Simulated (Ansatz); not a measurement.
# KCaF3 (Pm-3m): what size, symmetry and threads cost in G0W0

Aim: time one G0W0 calculation on KCaF3 (Pm-3m) in larger cells, without symmetry and on fewer threads.

Main program and level: Ansatz 0.2.0; G0W0 on LDA, plane waves, PAW.

**1. The starting structure**

Symmetry: Pm-3m, No. 221, cubic system. The conventional cell has a = 4.482 Å, b = 4.482 Å, c = 4.482 Å, α = 90.00°, β = 90.00°, γ = 90.00°. Nearest to K lie 12 F at 3.17 Å. Nearest to Ca lie 6 F at 2.24 Å. Nearest to F lie 2 Ca at 2.24 Å and 4 K at 3.17 Å. Farther neighbours, and contacts between anions beyond the nearest, are not listed.

The cell and positions are those that the Materials Project relaxed with its own functionals (PBE, PBE+U or r2SCAN), kept fixed. The default PAW set here is soft_2. Its files were made with PBE.

**2. 5 atoms (1×1×1 cells), 2×2×2 mesh**

Now the one-shot GW correction: screening in the RPA, then the self-energy of the levels asked for.

Input file input.yaml:

```yaml
crystal:
  lattice:
    - [4.481726, 0.0, 0.0]
    - [0.0, 4.481726, 0.0]
    - [0.0, 0.0, 4.481726]
  atoms:
    - { symbol: K, position: [0.5, 0.5, 0.5] }
    - { symbol: Ca, position: [0.0, 0.0, 0.0] }
    - { symbol: F, position: [0.0, 0.5, 0.0] }
    - { symbol: F, position: [0.0, 0.0, 0.5] }
    - { symbol: F, position: [0.5, 0.0, 0.0] }
kpoints:
  mp_grid: { grid: [2, 2, 2] }
hamiltonian:
  xc: lda
scf:
  occupations: { method: fixed }
gw:
  n_empty_bands: 95
  ecut_chi: 60.0
  qp_bands: [v1, c1]
  qp_kpoints: band_edges
  screening: { model: contour_deformation }
```

Launch:

```sh
ansatz run input.yaml --threads 16 --pin off --max-ram 36864MiB --backend cpu --events-out ev --progress --plain --runs-dir out
```

Standard output:

```text
Engine: ansatz 0.2.0, aarch64-unknown-linux-gnu
Pseudopotentials: kind: paw
Pseudopotential: K, paw, valence charge 9, recommended cutoff 420 eV (normal), K.paw.azcp
Pseudopotential: Ca, paw, valence charge 10, recommended cutoff 420 eV (normal), Ca.paw.azcp
Pseudopotential: F, paw, valence charge 7, recommended cutoff 420 eV (normal), F.paw.azcp
Functional definition: SPW92
  exchange = slater_x
  correlation = pw_c
Crystal: 5 atoms, lattice volume = 90.019 Å³
Basis set: ecut = 420 eV, 1791 PW (Γ)
Bands: 25, of which v1, the nominal top of the filled ones, is band 20 counted from 1 (19 counted from 0)
Symmetry: 48 space group operations
Space group: Pm-3m (ITA 221), of the structure as read, at distance tolerance 4.5e-5 Å
k-points: 4 of 8
Non-local potential: K, projectors of the file, l = 0: 3, l = 1: 2, l = 2: 2
Non-local potential: Ca, projectors of the file, l = 0: 3, l = 1: 2, l = 2: 2
Non-local potential: F, projectors of the file, l = 0: 2, l = 1: 2, l = 2: 1
PAW form: soft (Blöchl's): semilocal exchange-correlation on the pseudo side does not see the compensation charge
PAW frozen core: K, regenerated for the run's functional, and the local potential with it (the file was generated under x = pbe(κ = 0.804, μ = 0.219515), c = pbe(β = 0.066725))
PAW frozen core: Ca, regenerated for the run's functional, and the local potential with it (the file was generated under x = pbe(κ = 0.804, μ = 0.219515), c = pbe(β = 0.066725))
PAW frozen core: F, regenerated for the run's functional, and the local potential with it (the file was generated under x = pbe(κ = 0.804, μ = 0.219515), c = pbe(β = 0.066725))
PAW one-centre angular grid: K, 110 points (default); XC on 64 Gauss nodes
PAW one-centre angular grid: Ca, 110 points (default); XC on 64 Gauss nodes
PAW one-centre angular grid: F, 110 points (default); XC on 64 Gauss nodes
Initial density: superposition of atomic densities (neutral atoms: chi_scale 0, normalization atom), corrected by the library's trained network
Initial wavefunctions: pseudopotential atomic-orbital guess
Functional: x = slater, c = lda
SCF iter   1: F=—  HF=-5658.931241 eV  |F-HF|=—  |Δ(HF+E_count)|=         —  Δρ=1.55e-2  dr2=1.59e-1  ethr=1.77e-3  ⟨swp⟩=5.0  Hψ=401  notcnv=0  defer=9
preconditioner: auto → Resta (q_TF=auto, 2.383 Å⁻¹)  ε∞=3.0  [insulator: Δε(μ)=5.519 eV  Ē_g=16.779 eV  n_scr=18 (ndim 8)  ℏωp=23.5 eV  f_vac=0.110  ε∞_Penn≈3.0]
SCF iter   2: F=—  HF=-5658.890078 eV  |F-HF|=—  |Δ(HF+E_count)|=   4.12e-2  Δρ=5.34e-3  dr2=9.37e-3  ethr=3.97e-4  ⟨swp⟩=2.2  Hψ=193  notcnv=0  defer=7
SCF iter   3: F=—  HF=-5658.887350 eV  |F-HF|=—  |Δ(HF+E_count)|=   2.73e-3  Δρ=1.91e-3  dr2=1.94e-3  ethr=2.34e-5  ⟨swp⟩=2.2  Hψ=161  notcnv=0  defer=7
SCF iter   4: F=—  HF=-5658.886775 eV  |F-HF|=—  |Δ(HF+E_count)|=   5.75e-4  Δρ=3.10e-4  dr2=6.90e-5  ethr=4.85e-6  ⟨swp⟩=3.2  Hψ=177  notcnv=0  defer=10
SCF iter   5: F=—  HF=-5658.886769 eV  |F-HF|=—  |Δ(HF+E_count)|=   6.03e-6  Δρ=3.52e-5  dr2=1.23e-6  ethr=1.73e-7  ⟨swp⟩=2.0  Hψ=176  notcnv=0  defer=8
SCF iter   6: F=-5658.886770 eV  HF=-5658.886770 eV  |F-HF|=3.37e-9  |Δ(HF+E_count)|=   7.15e-7  Δρ=5.19e-6  dr2=3.51e-8  ethr=2.50e-10  ⟨swp⟩=8.2  Hψ=442  notcnv=0
SCF 1 converged in 6 iterations: F = -5658.886770 eV  dr2 = 3.51e-8
[...]
NSCF: frozen V_eff on 4 k-points
G₀W₀ screening: q 1/4
[... further progress lines ...]
SCF converged after 6 iterations
Free energy (F): -5658.886770 eV
Harris-Foulkes:  -5658.886770 eV  (|F-HF|=3.37e-9)
Internal energy: -5658.886770 eV  (E = F + TS)
E sigma→0 (E₀):  -5658.886770 eV
Fermi energy:    0.752278 eV
--- Per-component energies (eV) ---
  E_band       = -375.697260
  E_kinetic    = 1146.591073
  E_local      = -3244.668753  (includes V_loc(G=0)·N_el)
  E_nonlocal   = 309.004739
  E_hartree    = 1173.982244
  E_xc         = -503.143085
  E_vxc        = -637.712116  (∫ρ·V_xc dr)
  E_paw        = -2121.004378  (= ΣΔE_a)
  E_vpaw       = -296.889212  (= ΣTr[D̂ρ^β])
  E_aug_tail   = 0.006078  (compensation charges beyond the density's cutoff)
  E_ewald      = -2420.535108
  E_core_change = 0.880421  (= ΣΔE_core)
  E_smearing   = -0.000000  (= −TS)
  E_closure    = 0.000000  (closes the sum)
  Σ components = -5658.886770   (vs F -5658.886770, Δ=0.00e0)
--- Band table (eV) ---
  k-point 0: bands = [... 16 lower, 0.3627, 0.5725, 0.5725, 0.5725, 6.5451, 9.4193, 9.4193, 9.4193, ... 1 higher]
  k-point 1: bands = [... 16 lower, 0.1160, 0.2333, 0.5035, 0.5035, 8.6458, 9.2396, 9.7881, 10.2179, ... 1 higher]
  k-point 2: bands = [... 16 lower, 0.1700, 0.1700, 0.2570, 0.7415, 9.6522, 10.0053, 10.0116, 10.0116, ... 1 higher]
  k-point 3: bands = [... 16 lower, -0.5477, 0.7523, 0.7523, 0.7523, 10.2381, 10.2381, 10.2381, 10.5788, ... 1 higher]
--- G₀W₀: contour deformation, 5 samples at zero and on the imaginary axis and 1 off it, 8 q-points, 95 empty bands' worth ---
  eigenvalues of the whole cell's RPA ε∞ on this k-mesh (on a slab, of 1 + 4πα/V) = 2.0818, 2.0818, 2.0818; static W/v taken at q = 0 is 0.480354
  bands read: the sum over 115 bands ends inside a degenerate multiplet in 2 slots, whose members it reads at an even weight; the widest, k=3: bands 115 to 117 (counted from 1) at 1/3 each
  gw.qp_kpoints: band_edges: 4 of 4 stored k-points solved, in 1 pass; an edge of the gap read off the rows below is read off those points alone
    ik  band        ε_KS         Σx   Σc(E_QP)       V_xc       Z   E_QP_lin       E_QP  E_QP is
     0    20      0.5725   -31.4613     5.5876   -23.7868  0.7873    -1.5739    -1.5144  root
     0    21      6.5451    -4.7017    -3.1620    -9.5004  0.8819     8.2005     8.1819  root
     1    20      0.5035   -31.2991     5.5797   -23.6156  0.7871    -1.6612    -1.6003  root
     1    21      8.6458    -6.5314    -2.9725   -11.4108  0.8695    10.5816    10.5527  root
     2    20      0.7415   -31.1535     5.5500   -23.4965  0.7860    -1.4266    -1.3655  root
     2    21      9.6522    -8.9801    -3.1874   -14.7394  0.8545    12.2875    12.2241  root
     3    20      0.7523   -31.2031     5.5589   -23.5347  0.7859    -1.4185    -1.3573  root
     3    21     10.2381    -4.9804    -3.3824   -10.8517  0.8751    12.7807    12.7268  root
```

Wall time 1.2 s (16 threads of Arm Neoverse V2, shared host); peak memory 0.36 GiB.

The column dr2 measures how far the density is from self-consistency, as an energy; F and HF (Harris–Foulkes) agree once it is small.

This step gave:

- bands summed: 115
- RPA ε∞ on this mesh (eigenvalues): 2.082, 2.082, 2.082
- plane waves in the screening matrix: 93
- q-points in the mesh: 8
- G0W0 gap on the mesh: 9.539 eV
- k of the valence top: -0.5, -0.5, -0.5
- k of the conduction bottom: 0, 0, 0
- starting gap on the mesh: 5.793 eV
- Z at the valence top: 0.7859
- Z at the conduction bottom: 0.8819
- least direct G0W0 gap on the computed points: 9.696 eV

The gap on the mesh goes from 5.79 eV to 9.54 eV, a correction of +3.75 eV. Between the two edge states, bare exchange in place of the xc potential would open the gap by 12.47 eV, and correlation takes back 8.72 eV.

**3. No symmetry, 2×2×2 mesh**

Edit input.yaml of step 2 so:

```diff
@@ -11,2 +11,3 @@
     - { symbol: F, position: [0.5, 0.0, 0.0] }
+  symmetry: { detect: false }
 kpoints:
```

Standard output:

```text
[...]
Crystal: 5 atoms, lattice volume = 90.019 Å³
Basis set: ecut = 420 eV, 1791 PW (Γ)
Bands: 25, of which v1, the nominal top of the filled ones, is band 20 counted from 1 (19 counted from 0)
Symmetry: 1 space group operations
k-points: 8
[...]
SCF iter   1: F=—  HF=-5658.931253 eV  |F-HF|=—  |Δ(HF+E_count)|=         —  Δρ=1.55e-2  dr2=1.59e-1  ethr=1.77e-3  ⟨swp⟩=5.0  Hψ=809  notcnv=0  defer=17
[...]
3    21      9.6521    -8.9801    -3.1874   -14.7394  0.8545    12.2875    12.2241  root
[...]
6    20      0.7415   -31.1535     5.5500   -23.4965  0.7860    -1.4267    -1.3656  root
     6    21      9.6521    -8.9801    -3.1874   -14.7394  0.8545    12.2875    12.2240  root
     7    20      0.7522   -31.2031     5.5589   -23.5347  0.7859    -1.4186    -1.3573  root
     7    21     10.2380    -4.9804    -3.3824   -10.8517  0.8751    12.7807    12.7268  root
[key lines of the parts left out:]
SCF converged after 7 iterations
Free energy (F): -5658.886770 eV
Fermi energy:    0.752251 eV
```

Elapsed: 2.2 s, on 16 threads; peak memory 0.5 GiB.

Read from the output:

- bands summed: 115
- RPA ε∞ on this mesh (eigenvalues): 2.082, 2.082, 2.082
- plane waves in the screening matrix: 93
- G0W0 gap on the mesh: 9.539 eV
- k of the valence top: -0.5, -0.5, -0.5
- k of the conduction bottom: 0, 0, 0
- starting gap on the mesh: 5.793 eV
- least direct G0W0 gap on the computed points: 9.696 eV

Against the run with 2×2×2 mesh, 95 empty bands, screening to 60 eV, the gap moves by +0.0001 eV.

**4. 1 thread, 2×2×2 mesh**

Edit input.yaml of step 3 so:

```diff
@@ -11,3 +11,2 @@
     - { symbol: F, position: [0.5, 0.0, 0.0] }
-  symmetry: { detect: false }
 kpoints:
```

Launch:

```sh
ansatz run input.yaml --threads 1 --pin off --max-ram 36864MiB --backend cpu --events-out ev --progress --plain --runs-dir out
```

Standard output:

```text
[...]
Crystal: 5 atoms, lattice volume = 90.019 Å³
Basis set: ecut = 420 eV, 1791 PW (Γ)
Bands: 25, of which v1, the nominal top of the filled ones, is band 20 counted from 1 (19 counted from 0)
Symmetry: 48 space group operations
[...]
k-points: 4 of 8
[...]
1    20      0.5035   -31.2991     5.5797   -23.6156  0.7871    -1.6612    -1.6003  root
     1    21      8.6458    -6.5314    -2.9725   -11.4108  0.8695    10.5816    10.5527  root
     2    20      0.7415   -31.1535     5.5500   -23.4965  0.7860    -1.4266    -1.3655  root
     2    21      9.6522    -8.9801    -3.1874   -14.7394  0.8545    12.2875    12.2241  root
     3    20      0.7523   -31.2031     5.5589   -23.5347  0.7859    -1.4185    -1.3573  root
     3    21     10.2381    -4.9804    -3.3824   -10.8517  0.8751    12.7807    12.7268  root
[key lines of the parts left out:]
SCF converged after 6 iterations
Free energy (F): -5658.886770 eV
Fermi energy:    0.752278 eV
```

Elapsed: 5.2 s, on 1 thread; peak memory 0.29 GiB.

This step gave:

```
bands summed                                 : 115
RPA ε∞ on this mesh (eigenvalues)            : 2.082, 2.082, 2.082
plane waves in the screening matrix          : 93
G0W0 gap on the mesh                         : 9.539 eV
k of the valence top                         : -0.5, -0.5, -0.5
k of the conduction bottom                   : 0, 0, 0
starting gap on the mesh                     : 5.793 eV
least direct G0W0 gap on the computed points : 9.696 eV
```

Against the run with 2×2×2 mesh, 95 empty bands, screening to 60 eV, the gap moves by +0.000 eV.

**5. 2 threads, 2×2×2 mesh**

input.yaml is that of step 4.

Launch:

```sh
ansatz run input.yaml --threads 2 --pin off --max-ram 36864MiB --backend cpu --events-out ev --progress --plain --runs-dir out
```

Standard output:

```text
[...]
Crystal: 5 atoms, lattice volume = 90.019 Å³
Basis set: ecut = 420 eV, 1791 PW (Γ)
Bands: 25, of which v1, the nominal top of the filled ones, is band 20 counted from 1 (19 counted from 0)
Symmetry: 48 space group operations
[...]
k-points: 4 of 8
[...]
1    20      0.5035   -31.2991     5.5797   -23.6156  0.7871    -1.6612    -1.6003  root
     1    21      8.6458    -6.5314    -2.9725   -11.4108  0.8695    10.5816    10.5527  root
     2    20      0.7415   -31.1535     5.5500   -23.4965  0.7860    -1.4266    -1.3655  root
     2    21      9.6522    -8.9801    -3.1874   -14.7394  0.8545    12.2875    12.2241  root
     3    20      0.7523   -31.2031     5.5589   -23.5347  0.7859    -1.4185    -1.3573  root
     3    21     10.2381    -4.9804    -3.3824   -10.8517  0.8751    12.7807    12.7268  root
[key lines of the parts left out:]
SCF converged after 6 iterations
Free energy (F): -5658.886770 eV
Fermi energy:    0.752278 eV
```

Wall time 3 s (2 threads); peak memory 0.32 GiB.

Read from the output:

(Unchanged from step 4.)

Against the run with 2×2×2 mesh, 95 empty bands, screening to 60 eV, the gap moves by +0.000 eV.

**6. 4 threads, 2×2×2 mesh**

input.yaml is that of step 5.

Launch:

```sh
ansatz run input.yaml --threads 4 --pin off --max-ram 36864MiB --backend cpu --events-out ev --progress --plain --runs-dir out
```

Standard output:

```text
[...]
Crystal: 5 atoms, lattice volume = 90.019 Å³
Basis set: ecut = 420 eV, 1791 PW (Γ)
Bands: 25, of which v1, the nominal top of the filled ones, is band 20 counted from 1 (19 counted from 0)
Symmetry: 48 space group operations
[...]
k-points: 4 of 8
[...]
1    20      0.5035   -31.2991     5.5797   -23.6156  0.7871    -1.6612    -1.6003  root
     1    21      8.6458    -6.5314    -2.9725   -11.4108  0.8695    10.5816    10.5527  root
     2    20      0.7415   -31.1535     5.5500   -23.4965  0.7860    -1.4266    -1.3655  root
     2    21      9.6522    -8.9801    -3.1874   -14.7394  0.8545    12.2875    12.2241  root
     3    20      0.7523   -31.2031     5.5589   -23.5347  0.7859    -1.4185    -1.3573  root
     3    21     10.2381    -4.9804    -3.3824   -10.8517  0.8751    12.7807    12.7268  root
[key lines of the parts left out:]
SCF converged after 6 iterations
Free energy (F): -5658.886770 eV
Fermi energy:    0.752278 eV
```

Wall time 1.6 s (4 threads); peak memory 0.39 GiB; 5.4 s of CPU time.

This step gave:

* bands summed: 115
* RPA ε∞ on this mesh (eigenvalues): 2.082, 2.082, 2.082
* plane waves in the screening matrix: 93
* G0W0 gap on the mesh: 9.539 eV
* k of the valence top: -0.5, -0.5, -0.5
* k of the conduction bottom: 0, 0, 0
* starting gap on the mesh: 5.793 eV
* least direct G0W0 gap on the computed points: 9.696 eV

Against the run with 2×2×2 mesh, 95 empty bands, screening to 60 eV, the gap moves by +0.000 eV.

**7. 8 threads, 2×2×2 mesh**

input.yaml is that of step 6.

Launch:

```sh
ansatz run input.yaml --threads 8 --pin off --max-ram 36864MiB --backend cpu --events-out ev --progress --plain --runs-dir out
```

Standard output:

```text
[...]
Crystal: 5 atoms, lattice volume = 90.019 Å³
Basis set: ecut = 420 eV, 1791 PW (Γ)
Bands: 25, of which v1, the nominal top of the filled ones, is band 20 counted from 1 (19 counted from 0)
Symmetry: 48 space group operations
[...]
k-points: 4 of 8
[...]
1    20      0.5035   -31.2991     5.5797   -23.6156  0.7871    -1.6612    -1.6003  root
     1    21      8.6458    -6.5314    -2.9725   -11.4108  0.8695    10.5816    10.5527  root
     2    20      0.7415   -31.1535     5.5500   -23.4965  0.7860    -1.4266    -1.3655  root
     2    21      9.6522    -8.9801    -3.1874   -14.7394  0.8545    12.2875    12.2241  root
     3    20      0.7523   -31.2031     5.5589   -23.5347  0.7859    -1.4185    -1.3573  root
     3    21     10.2381    -4.9804    -3.3824   -10.8517  0.8751    12.7807    12.7268  root
[key lines of the parts left out:]
SCF converged after 6 iterations
Free energy (F): -5658.886770 eV
Fermi energy:    0.752278 eV
```

Wall time 1.3 s (8 threads); peak memory 0.37 GiB.

Read from the output:

* bands summed: 115
* RPA ε∞ on this mesh (eigenvalues): 2.082, 2.082, 2.082
* plane waves in the screening matrix: 93
* G0W0 gap on the mesh: 9.539 eV
* k of the valence top: -0.5, -0.5, -0.5
* k of the conduction bottom: 0, 0, 0
* starting gap on the mesh: 5.793 eV
* least direct G0W0 gap on the computed points: 9.696 eV

Against the run with 2×2×2 mesh, 95 empty bands, screening to 60 eV, the gap moves by +0.000 eV.

**8. 10 atoms (2×1×1 cells), 1×2×2 mesh**

Input file input.yaml:

```yaml
crystal:
  lattice:
    - [8.963452, 0.0, 0.0]
    - [0.0, 4.481726, 0.0]
    - [0.0, 0.0, 4.481726]
  atoms:
    - { symbol: K, position: [0.25, 0.5, 0.5] }
    - { symbol: Ca, position: [0.0, 0.0, 0.0] }
    - { symbol: F, position: [0.0, 0.5, 0.0] }
    - { symbol: F, position: [0.0, 0.0, 0.5] }
    - { symbol: F, position: [0.25, 0.0, 0.0] }
    - { symbol: K, position: [0.75, 0.5, 0.5] }
    - { symbol: Ca, position: [0.5, 0.0, 0.0] }
    - { symbol: F, position: [0.5, 0.5, 0.0] }
    - { symbol: F, position: [0.5, 0.0, 0.5] }
    - { symbol: F, position: [0.75, 0.0, 0.0] }
kpoints:
  mp_grid: { grid: [1, 2, 2] }
hamiltonian:
  xc: lda
scf:
  occupations: { method: fixed }
gw:
  n_empty_bands: 190
  ecut_chi: 60.0
  qp_bands: [v1, c1]
  qp_kpoints: band_edges
  screening: { model: contour_deformation }
```

Launch:

```sh
ansatz run input.yaml --threads 16 --pin off --max-ram 36864MiB --backend cpu --events-out ev --progress --plain --runs-dir out
```

Standard output:

```text
[...]
Crystal: 10 atoms, lattice volume = 180.039 Å³
Basis set: ecut = 420 eV, 3541 PW (Γ)
Bands: 50, of which v1, the nominal top of the filled ones, is band 40 counted from 1 (39 counted from 0)
Symmetry: 32 space group operations
[...]
k-points: 3 of 4
[...]
0    40      0.5724   -31.4613     5.5875   -23.7867  0.7873    -1.5740    -1.5146  root
     0    41      6.5451    -4.7017    -3.1614    -9.5004  0.8819     8.2011     8.1824  root
     1    40      0.7415   -31.1535     5.5500   -23.4965  0.7860    -1.4266    -1.3656  root
     1    41      8.6458    -6.5314    -2.9720   -11.4109  0.8695    10.5821    10.5532  root
     2    40      0.7522   -31.2031     5.5589   -23.5347  0.7859    -1.4186    -1.3574  root
     2    41      9.6521    -8.9801    -3.1873   -14.7394  0.8545    12.2876    12.2242  root
[key lines of the parts left out:]
SCF converged after 7 iterations
Free energy (F): -11317.773540 eV
Fermi energy:    0.752253 eV
```

Run time: 3.4 s. Hardware: 16 threads; peak memory 0.75 GiB; 28 s of CPU time.

Read from the output:

- bands summed: 230
- RPA ε∞ on this mesh (eigenvalues): 2.082, 2.082, 2.082
- plane waves in the screening matrix: 187
- G0W0 gap on the mesh: 9.540 eV
- k of the valence top: 0, -0.5, -0.5
- k of the conduction bottom: 0, 0, 0
- starting gap on the mesh: 5.793 eV
- least direct G0W0 gap on the computed points: 9.697 eV

The gap on the mesh goes from 5.79 eV to 9.54 eV, a correction of +3.75 eV. Between the two edge states, bare exchange in place of the xc potential would open the gap by 12.47 eV, and correlation takes back 8.72 eV.

(Continued in part 2 of 2.)

[Long decimals in the printed logs are rounded to 6 places.]

[Logs are printed without paths, hosts, clocks, repeated set-up lines and the standing remarks that a program may print on its own settings, such as how far it seeks lower states.]

[Paths, hosts, dates, memory and timing lines, banners, echoed tables and standing remarks are left out of the program output; an Ansatz launch command may be rebuilt from the run's recorded settings. Measured values are a selection of at most five: reports struck by readers or far from the other reports are left out. None is set beside runs whose start may be inverted or whose files or cutoffs have a known fault.]

[Runs of the session that timed out or met a known fault of the program may be left out.]

[Cells called generated may have been cut or substituted from an entry of the Crystallography Open Database or the Materials Project.]

[Hosts, paths, dates, database ids (printed as entryN), source tags and the programs' standing remarks are cut or masked in the printed files.]

[Where the starting crystal was built by hand or by swapping elements, it need not be the compound's stable phase.]
